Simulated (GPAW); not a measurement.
# C2 in line between two Ga chains: transmission at several levels

How well does C2 in line between two Ga chains conduct at low bias, and how far do basis and functional move the answer?

Calculated with GPAW 26.7.0; GPAW LCAO, PAW setups; Landauer transmission from Green's functions with principal layers (ASE), zero bias.

Most raw output is cut from this account.

## 1. The starting structure

The cell holds 12 atoms: 10 Ga and 2 C. Its edges and angles: a = 9.000 Å, b = 9.000 Å, c = 27.887 Å, α = 90.0°, β = 90.0°, γ = 90.0°. Regions: left lead, 5 atoms (5 Ga); channel, 2 atoms (2 C); right lead, 5 atoms (5 Ga). Vacuum lies along a and b. The structure is stacked along c, and the current runs across the ab planes.

## 2. Double-zeta polarised basis

Localised orbitals split the wire into layers that couple to their neighbours alone, which is what the Green's function method needs; double zeta with polarisation is the usual level for numbers.

The input, run.py:

```python
import json
import numpy as np
from ase import Atoms
from ase.transport.calculators import TransportCalculator
from gpaw import GPAW, FermiDirac
from gpaw.lcao.tools import get_lcao_hamiltonian
from scipy.linalg import eigh

# The junction with lead layers at both ends, along the third cell vector
device = Atoms(
    ['Ga', 'Ga', 'Ga', 'Ga', 'Ga', 'C', 'C', 'Ga', 'Ga', 'Ga', 'Ga', 'Ga'],
    positions=[
        [4.50000, 4.50000, 1.27500],
        [4.50000, 4.50000, 3.82500],
        [4.50000, 4.50000, 6.37500],
        [4.50000, 4.50000, 8.92500],
        [4.50000, 4.50000, 11.47500],
        [4.50000, 4.50000, 13.32340],
        [4.50000, 4.50000, 14.56340],
        [4.50000, 4.50000, 16.41180],
        [4.50000, 4.50000, 18.96180],
        [4.50000, 4.50000, 21.51180],
        [4.50000, 4.50000, 24.06180],
        [4.50000, 4.50000, 26.61180]],
    cell=[[9.0, 0.0, 0.0], [0.0, 9.0, 0.0], [0.0, 0.0, 27.8868]],
    pbc=True)

# One principal layer of the lead: the first 3 atoms of the device
lead = Atoms(
    ['Ga', 'Ga', 'Ga'],
    positions=[
        [4.50000, 4.50000, 1.27500],
        [4.50000, 4.50000, 3.82500],
        [4.50000, 4.50000, 6.37500]],
    cell=[[9.0, 0.0, 0.0], [0.0, 9.0, 0.0], [0.0, 0.0, 7.65]],
    pbc=True)

settings = dict(mode='lcao', basis='dzp', xc='PBE', h=0.2,
                occupations=FermiDirac(0.1), maxiter=250,
                mixer=dict(beta=0.1, nmaxold=8, weight=100.0),
                convergence=dict(density=0.0001))
energies = np.arange(-2, 2 + 1e-9, 0.05)
eta = 0.0001
n1, n2 = 1, 1
# k and -k transmit alike, so half of the mesh across the current serves
mesh = [(i, j) for i in range(n1) for j in range(n2) if (i, j) <= (-i % n1, -j % n2)]
weights = np.array([1 if (i, j) == (-i % n1, -j % n2) else 2 for i, j in mesh]) / (n1 * n2)

# [... helper functions left out ...]
fermi_lead = ground_state(lead, (1, 1, 15), 'lead.txt')
fermi_device = ground_state(device, (1, 1, 3), 'device.txt')
# [... loop over the mesh left out, but for ...]
        # Shift the lead onto the potential of the device's first layer
        shift = ((H[:, 0, 0] - H0[:, 0, 0]) / S0[0, 0]).real.mean()
# [...]
kT = 8.617333e-5 * 77
bias = [0.1, 0.2, 0.5, 1.0, 1.5, 2.0]
# [... integrals and printing left out ...]
```

Started as:

```bash
> OMP_NUM_THREADS=1 OPENBLAS_NUM_THREADS=1 python run.py
```

It took 36 s on 1 thread of Arm Neoverse V2, shared host; peak memory 0.95 GiB.

This step gave:

* conductance: 1.893 G₀
* largest coupling past the next principal layer: 6.03e-5 eV
* largest misfit of the first principal layer: 0.05734 eV
* shift that aligns the lead: -0.05981 eV
* basis functions of the junction: 156
* basis functions of a principal layer: 39
* transmission at the Fermi level (one spin): 1.893

One spin. Table of transmission, zone mean by energy, zero at the Fermi level:

| energy (eV) | transmission, zone mean |
| --- | --- |
| -2.000 | 0.0685 |
| -1.800 | 0.0684 |
| -1.600 | 0.0666 |
| -1.400 | 0.0548 |
| -1.200 | 0.0610 |
| -1.000 | 0.0619 |
| -0.800 | 0.0621 |
| -0.600 | 0.0617 |
| -0.400 | 0.0610 |
| -0.200 | 1.40 |
| 0.000 | 1.89 |
| 0.200 | 1.86 |
| 0.400 | 1.92 |
| 0.600 | 1.95 |
| 0.800 | 1.95 |
| 1.000 | 1.96 |
| 1.200 | 1.99 |
| 1.400 | 2.01 |
| 1.600 | 2.02 |
| 1.800 | 2.02 |
| 2.000 | 2.01 |

Not self-consistent under bias; the bias window is split evenly. Current through one cell, from the zero-bias transmission against bias:

| bias (V) | current through one cell, from the zero-bias transmission (μA) |
| --- | --- |
| 0.100 | 14.7 |
| 0.200 | 29.3 |
| 0.500 | 67.7 |
| 1.000 | 107 |
| 1.500 | 146 |
| 2.000 | 185 |

Transmission of the three most open eigenchannels against energy, zero at the Fermi level:

| energy (eV) | channel 1 | channel 2 | channel 3 |
| --- | --- | --- | --- |
| -2.00 | 0.0685 | 0 | 0 |
| -1.90 | 0.0683 | 0 | 0 |
| -1.80 | 0.0684 | 0 | 0 |
| -1.70 | 0.0690 | 0 | 0 |
| -1.55 | 1.1e-4 | 0 | 0 |
| -1.45 | 0.0465 | 0 | 0 |
| -1.35 | 0.0579 | 0 | 0 |
| -1.25 | 0.0604 | 0 | 0 |
| -1.15 | 0.0614 | 0 | 0 |
| -1.05 | 0.0618 | 0 | 0 |
| -0.90 | 0.0621 | 0 | 0 |
| -0.80 | 0.0621 | 0 | 0 |
| -0.70 | 0.0619 | 0 | 0 |
| -0.60 | 0.0617 | 0 | 0 |
| -0.50 | 0.0614 | 0 | 0 |
| -0.40 | 0.0610 | 2.4e-11 | 2.4e-11 |
| -0.25 | 0.225 | 0.225 | 0.0603 |
| -0.15 | 0.889 | 0.889 | 0.0597 |
| -0.05 | 0.931 | 0.931 | 0.0591 |
| 0.00 | 0.917 | 0.917 | 0.0587 |
| 0.05 | 0.903 | 0.903 | 0.0584 |
| 0.15 | 0.895 | 0.895 | 0.0576 |
| 0.25 | 0.908 | 0.908 | 0.0569 |
| 0.40 | 0.933 | 0.933 | 0.0557 |
| 0.50 | 0.943 | 0.943 | 0.0549 |
| 0.60 | 0.947 | 0.947 | 0.0542 |
| 0.70 | 0.947 | 0.947 | 0.0534 |
| 0.80 | 0.948 | 0.948 | 0.0527 |
| 0.90 | 0.950 | 0.950 | 0.0521 |
| 1.05 | 0.959 | 0.959 | 0.0513 |
| 1.15 | 0.966 | 0.966 | 0.0508 |
| 1.25 | 0.974 | 0.974 | 0.0504 |
| 1.35 | 0.980 | 0.980 | 0.0500 |
| 1.45 | 0.984 | 0.984 | 0.0498 |
| 1.55 | 0.987 | 0.987 | 0.0496 |
| 1.70 | 0.987 | 0.987 | 0.0494 |
| 1.80 | 0.985 | 0.985 | 0.0493 |
| 1.90 | 0.982 | 0.982 | 0.0494 |
| 2.00 | 0.978 | 0.978 | 0.0494 |

Couplings past the next layer reach 6.0e-5 eV, small enough to drop; the matrix elements of the cell's first layer differ from the bulk lead's by up to 0.057 eV. That layer keeps its own values in the calculation, and only beyond it is the lead taken as perfect. The Fermi levels of lead and junction count from different zeros of potential, one for each periodic cell; with both set to zero, the small remaining shift is what aligns them. By hand: G = 1.893 × 77.48 μS = 147 μS, a resistance of 6.82 kΩ; at 0.1 V a linear junction would pass 14.7 μA, and the integral over the bias window gives 14.7 μA.

## 3. GPAW, szp: basis = "szp(dzp)"

One radial function a shell plus polarisation makes the matrices smaller; the question is what that costs.

run.py, as its differences from that of step 2:

```diff
@@ -37,3 +37,3 @@
 
-settings = dict(mode='lcao', basis='dzp', xc='PBE', h=0.2,
+settings = dict(mode='lcao', basis='szp(dzp)', xc='PBE', h=0.2,
                 occupations=FermiDirac(0.1), maxiter=250,
```

It took 31 s on 1 thread; peak memory 0.93 GiB.

This step gave:

* conductance: 1.841 G₀
* largest coupling past the next principal layer: 5.81e-5 eV
* largest misfit of the first principal layer: 0.06296 eV
* shift that aligns the lead: -0.06482 eV
* basis functions of the junction: 108
* basis functions of a principal layer: 27
* transmission at the Fermi level (one spin): 1.842

One spin. Table of transmission, zone mean by energy, zero at the Fermi level:

| energy (eV) | transmission, zone mean |
| --- | --- |
| -2.00 | 0.0632 |
| -1.85 | 0.0565 |
| -1.70 | 3.0e-5 |
| -1.60 | 2.8e-6 |
| -1.45 | 0.0162 |
| -1.30 | 0.0372 |
| -1.15 | 0.0434 |
| -1.05 | 0.0454 |
| -0.90 | 0.0470 |
| -0.75 | 0.0478 |
| -0.60 | 0.0482 |
| -0.50 | 0.0482 |
| -0.35 | 0.0482 |
| -0.20 | 0.876 |
| -0.05 | 1.87 |
| 0.00 | 1.84 |
| 0.05 | 1.81 |
| 0.20 | 1.81 |
| 0.35 | 1.89 |
| 0.50 | 1.93 |
| 0.60 | 1.94 |
| 0.75 | 1.94 |
| 0.90 | 1.96 |
| 1.05 | 1.98 |
| 1.15 | 1.99 |
| 1.30 | 2.02 |
| 1.45 | 2.03 |
| 1.60 | 2.03 |
| 1.70 | 2.03 |
| 1.85 | 2.03 |
| 2.00 | 2.02 |

Not self-consistent under bias; the bias window is split evenly. The current through one cell, from the zero-bias transmission by bias:

| bias (V) | current through one cell, from the zero-bias transmission (μA) |
| --- | --- |
| 0.100 | 14.3 |
| 0.200 | 28.4 |
| 0.500 | 62.6 |
| 1.000 | 100 |
| 1.500 | 139 |
| 2.000 | 178 |

The transmission of the three most open eigenchannels by energy, zero at the Fermi level:

| energy (eV) | channel 1 | channel 2 | channel 3 |
| --- | --- | --- | --- |
| -2.000 | 0.0632 | 0 | 0 |
| -1.800 | 0.0447 | 0 | 0 |
| -1.600 | 2.8e-6 | 0 | 0 |
| -1.400 | 0.0269 | 0 | 0 |
| -1.200 | 0.0419 | 0 | 0 |
| -1.000 | 0.0460 | 0 | 0 |
| -0.800 | 0.0476 | 0 | 0 |
| -0.600 | 0.0482 | 0 | 0 |
| -0.400 | 0.0482 | 6.9e-12 | 6.9e-12 |
| -0.200 | 0.414 | 0.414 | 0.0480 |
| 0.000 | 0.897 | 0.897 | 0.0476 |
| 0.200 | 0.882 | 0.882 | 0.0471 |
| 0.400 | 0.929 | 0.929 | 0.0466 |
| 0.600 | 0.946 | 0.946 | 0.0461 |
| 0.800 | 0.951 | 0.951 | 0.0457 |
| 1.000 | 0.962 | 0.962 | 0.0455 |
| 1.200 | 0.979 | 0.979 | 0.0454 |
| 1.400 | 0.989 | 0.989 | 0.0454 |
| 1.600 | 0.992 | 0.992 | 0.0456 |
| 1.800 | 0.991 | 0.991 | 0.0460 |
| 2.000 | 0.985 | 0.985 | 0.0464 |

The conductance, 1.84 G₀, lies 2.7 % below that of the dzp run.

## 4. Minimal basis

One function for each valence shell of the setup, as for a first survey of a large system.

run.py, as its differences from that of step 3:

```diff
@@ -37,3 +37,3 @@
 
-settings = dict(mode='lcao', basis='szp(dzp)', xc='PBE', h=0.2,
+settings = dict(mode='lcao', basis='sz(dzp)', xc='PBE', h=0.2,
                 occupations=FermiDirac(0.1), maxiter=250,
```

It took 22 s on 1 thread; peak memory 0.86 GiB.

Numbers from this step:

```
conductance                                    : 1.769 G₀
largest coupling past the next principal layer : 5.75e-5 eV
largest misfit of the first principal layer    : 0.06468 eV
shift that aligns the lead                     : -0.05973 eV
basis functions of the junction                : 48
basis functions of a principal layer           : 12
transmission at the Fermi level (one spin)     : 1.769
```

The conductance, 1.77 G₀, lies 6.6 % below that of the dzp run.

## 5. RPBE in the dzp basis: xc = "RPBE"

Back in the dzp basis, the functional changes from PBE to RPBE, to set the spread between functionals beside that between bases.

run.py, as its differences from that of step 4:

```diff
@@ -37,3 +37,3 @@
 
-settings = dict(mode='lcao', basis='sz(dzp)', xc='PBE', h=0.2,
+settings = dict(mode='lcao', basis='dzp', xc='RPBE', h=0.2,
                 occupations=FermiDirac(0.1), maxiter=250,
```

Elapsed: 35 s, on 1 thread; peak memory 0.95 GiB.

Numbers from this step:

```yaml
conductance: 1.890 G₀
largest_coupling_past_the_next_principal_layer: 6.04e-5 eV
largest_misfit_of_the_first_principal_layer: 0.05547 eV
shift_that_aligns_the_lead: -0.05737 eV
basis_functions_of_the_junction: 156
basis_functions_of_a_principal_layer: 39
transmission_at_the_fermi_level_one_spin: 1.890
```

The conductance equals that of the dzp run to 0.2 %.

## 6. Cost and result by level

Times are for 1 thread of Arm Neoverse V2, shared host. The runs compared:

| no. | run | conductance (G₀) | time | memory (GiB) |
| --- | --- | --- | --- | --- |
| 1 | dzp | 1.893 | 36 s | 0.95 |
| 2 | szp | 1.841 | 31 s | 0.93 |
| 3 | sz | 1.769 | 22 s | 0.86 |
| 4 | dzp RPBE | 1.890 | 35 s | 0.95 |

## 7. Comparison

The curves are compared point by point over the common energies.

This step: comparison of transmission and cost over codes and levels (GPAW 26.7.0).

Ladder, by row:

| step | code | T at the Fermi level (sum over the listed spins) | conductance (G0) | r.m.s. T(E) from the first | wall time (s) | peak memory (GiB) | threads |
| --- | --- | --- | --- | --- | --- | --- | --- |
| dzp | GPAW | 1.893 | 1.893 | 0 | 36.36 | 0.95 | 1 |
| szp | GPAW | 1.842 | 1.841 | 0.07589 | 30.72 | 0.93 | 1 |
| sz | GPAW | 1.769 | 1.769 | 0.1109 | 21.75 | 0.86 | 1 |
| dzp-RPBE | GPAW | 1.89 | 1.89 | 0.01521 | 34.79 | 0.95 | 1 |

Table of transmission, zone mean, sum over the listed spins by energy, zero at the Fermi level:

| energy (eV) | dzp | szp | sz | dzp-RPBE |
| --- | --- | --- | --- | --- |
| -2.00 | 0.0685 | 0.0632 | 0.0558 | 0.0698 |
| -1.85 | 0.0683 | 0.0565 | 0.0451 | 0.0688 |
| -1.70 | 0.0690 | 3.0e-5 | 5.4e-5 | 0.0679 |
| -1.50 | 7.4e-6 | 2.5e-7 | 0.0161 | 0.0719 |
| -1.35 | 0.0579 | 0.0332 | 0.0326 | 0.0676 |
| -1.20 | 0.0610 | 0.0419 | 0.0378 | 0.0669 |
| -1.05 | 0.0618 | 0.0454 | 0.0402 | 0.0664 |
| -0.90 | 0.0621 | 0.0470 | 0.0414 | 0.0659 |
| -0.70 | 0.0619 | 0.0480 | 0.0422 | 0.0651 |
| -0.55 | 0.0616 | 0.0482 | 0.0424 | 0.0644 |
| -0.40 | 0.0610 | 0.0482 | 0.0425 | 0.0636 |
| -0.25 | 0.511 | 0.205 | 0.176 | 0.569 |
| -0.10 | 1.93 | 1.85 | 1.75 | 1.93 |
| 0.00 | 1.89 | 1.84 | 1.77 | 1.89 |
| 0.10 | 1.85 | 1.79 | 1.71 | 1.85 |
| 0.25 | 1.87 | 1.84 | 1.73 | 1.87 |
| 0.40 | 1.92 | 1.90 | 1.80 | 1.92 |
| 0.55 | 1.95 | 1.94 | 1.85 | 1.94 |
| 0.70 | 1.95 | 1.94 | 1.86 | 1.94 |
| 0.90 | 1.95 | 1.96 | 1.89 | 1.95 |
| 1.05 | 1.97 | 1.98 | 1.92 | 1.96 |
| 1.20 | 1.99 | 2.00 | 1.96 | 1.99 |
| 1.35 | 2.01 | 2.02 | 1.99 | 2.01 |
| 1.50 | 2.02 | 2.03 | 2.01 | 2.02 |
| 1.70 | 2.02 | 2.03 | 2.02 | 2.02 |
| 1.85 | 2.02 | 2.03 | 2.01 | 2.01 |
| 2.00 | 2.01 | 2.02 | 2.00 | 2.00 |

## 8. Density threshold 0.001: conv = 0.001

The Hamiltonian is taken from the last density. The density threshold is one of the tests that end the cycle; the energy must settle too, so a loose value may not be the test that decides.

This step: GPAW LCAO, PAW setups; Landauer transmission from Green's functions with principal layers (ASE), zero bias (GPAW 26.7.0).

run.py, as its differences from that of step 5:

```diff
@@ -37,6 +37,6 @@
 
-settings = dict(mode='lcao', basis='dzp', xc='RPBE', h=0.2,
+settings = dict(mode='lcao', basis='dzp', xc='PBE', h=0.2,
                 occupations=FermiDirac(0.1), maxiter=250,
                 mixer=dict(beta=0.1, nmaxold=8, weight=100.0),
-                convergence=dict(density=0.0001))
+                convergence=dict(density=0.001))
 energies = np.arange(-2, 2 + 1e-9, 0.05)
```

Elapsed: 30 s, on 1 thread; peak memory 0.95 GiB.

This step gave:

```yaml
conductance: 1.891 G₀
largest_coupling_past_the_next_principal_layer: 6.03e-5 eV
largest_misfit_of_the_first_principal_layer: 0.05580 eV
shift_that_aligns_the_lead: -0.05830 eV
```

One spin. Table of transmission, zone mean by energy, zero at the Fermi level:

| energy (eV) | transmission, zone mean |
| --- | --- |
| -2.00 | 0.0685 |
| -1.85 | 0.0684 |
| -1.70 | 0.0691 |
| -1.60 | 0.0670 |
| -1.45 | 0.0459 |
| -1.30 | 0.0594 |
| -1.15 | 0.0613 |
| -1.05 | 0.0618 |
| -0.90 | 0.0621 |
| -0.75 | 0.0620 |
| -0.60 | 0.0617 |
| -0.50 | 0.0614 |
| -0.35 | 0.0608 |
| -0.20 | 1.43 |
| -0.05 | 1.92 |
| 0.00 | 1.89 |
| 0.05 | 1.86 |
| 0.20 | 1.85 |
| 0.35 | 1.90 |
| 0.50 | 1.94 |
| 0.60 | 1.95 |
| 0.75 | 1.95 |
| 0.90 | 1.95 |
| 1.05 | 1.97 |
| 1.15 | 1.98 |
| 1.30 | 2.00 |
| 1.45 | 2.02 |
| 1.60 | 2.02 |
| 1.70 | 2.02 |
| 1.85 | 2.02 |
| 2.00 | 2.01 |

Not self-consistent under bias; the bias window is split evenly. The current through one cell, from the zero-bias transmission by bias:

| bias (V) | current through one cell, from the zero-bias transmission (μA) |
| --- | --- |
| 0.100 | 14.7 |
| 0.200 | 29.3 |
| 0.500 | 67.9 |
| 1.000 | 107 |
| 1.500 | 146 |
| 2.000 | 185 |

Transmission of the three most open eigenchannels against energy, zero at the Fermi level:

| energy (eV) | channel 1 | channel 2 | channel 3 |
| --- | --- | --- | --- |
| -2.00 | 0.0685 | 0 | 0 |
| -1.90 | 0.0684 | 0 | 0 |
| -1.80 | 0.0685 | 0 | 0 |
| -1.70 | 0.0691 | 0 | 0 |
| -1.55 | 7.1e-5 | 0 | 0 |
| -1.45 | 0.0459 | 0 | 0 |
| -1.35 | 0.0578 | 0 | 0 |
| -1.25 | 0.0603 | 0 | 0 |
| -1.15 | 0.0613 | 0 | 0 |
| -1.05 | 0.0618 | 0 | 0 |
| -0.90 | 0.0621 | 0 | 0 |
| -0.80 | 0.0621 | 0 | 0 |
| -0.70 | 0.0619 | 0 | 0 |
| -0.60 | 0.0617 | 0 | 0 |
| -0.50 | 0.0614 | 0 | 0 |
| -0.40 | 0.0610 | 2.3e-11 | 2.3e-11 |
| -0.25 | 0.233 | 0.233 | 0.0603 |
| -0.15 | 0.896 | 0.896 | 0.0597 |
| -0.05 | 0.932 | 0.932 | 0.0591 |
| 0.00 | 0.916 | 0.916 | 0.0587 |
| 0.05 | 0.901 | 0.901 | 0.0584 |
| 0.15 | 0.892 | 0.892 | 0.0576 |
| 0.25 | 0.906 | 0.906 | 0.0569 |
| 0.40 | 0.932 | 0.932 | 0.0557 |
| 0.50 | 0.942 | 0.942 | 0.0549 |
| 0.60 | 0.946 | 0.946 | 0.0542 |
| 0.70 | 0.947 | 0.947 | 0.0534 |
| 0.80 | 0.948 | 0.948 | 0.0528 |
| 0.90 | 0.950 | 0.950 | 0.0521 |
| 1.05 | 0.959 | 0.959 | 0.0513 |
| 1.15 | 0.967 | 0.967 | 0.0508 |
| 1.25 | 0.974 | 0.974 | 0.0504 |
| 1.35 | 0.980 | 0.980 | 0.0500 |
| 1.45 | 0.984 | 0.984 | 0.0498 |
| 1.55 | 0.987 | 0.987 | 0.0496 |
| 1.70 | 0.987 | 0.987 | 0.0494 |
| 1.80 | 0.985 | 0.985 | 0.0493 |
| 1.90 | 0.982 | 0.982 | 0.0494 |
| 2.00 | 0.979 | 0.979 | 0.0494 |

The conductance equals that of the dzp run to 0.2 %.

(Part 1 of 2 ends here.)

[Logs are printed without paths, hosts, clocks, repeated set-up lines and the standing remarks that a program may print on its own settings, such as how far it seeks lower states.]

[Hosts, paths, dates, database ids (printed as entryN), source tags and the programs' standing remarks are cut or masked in the printed files.]
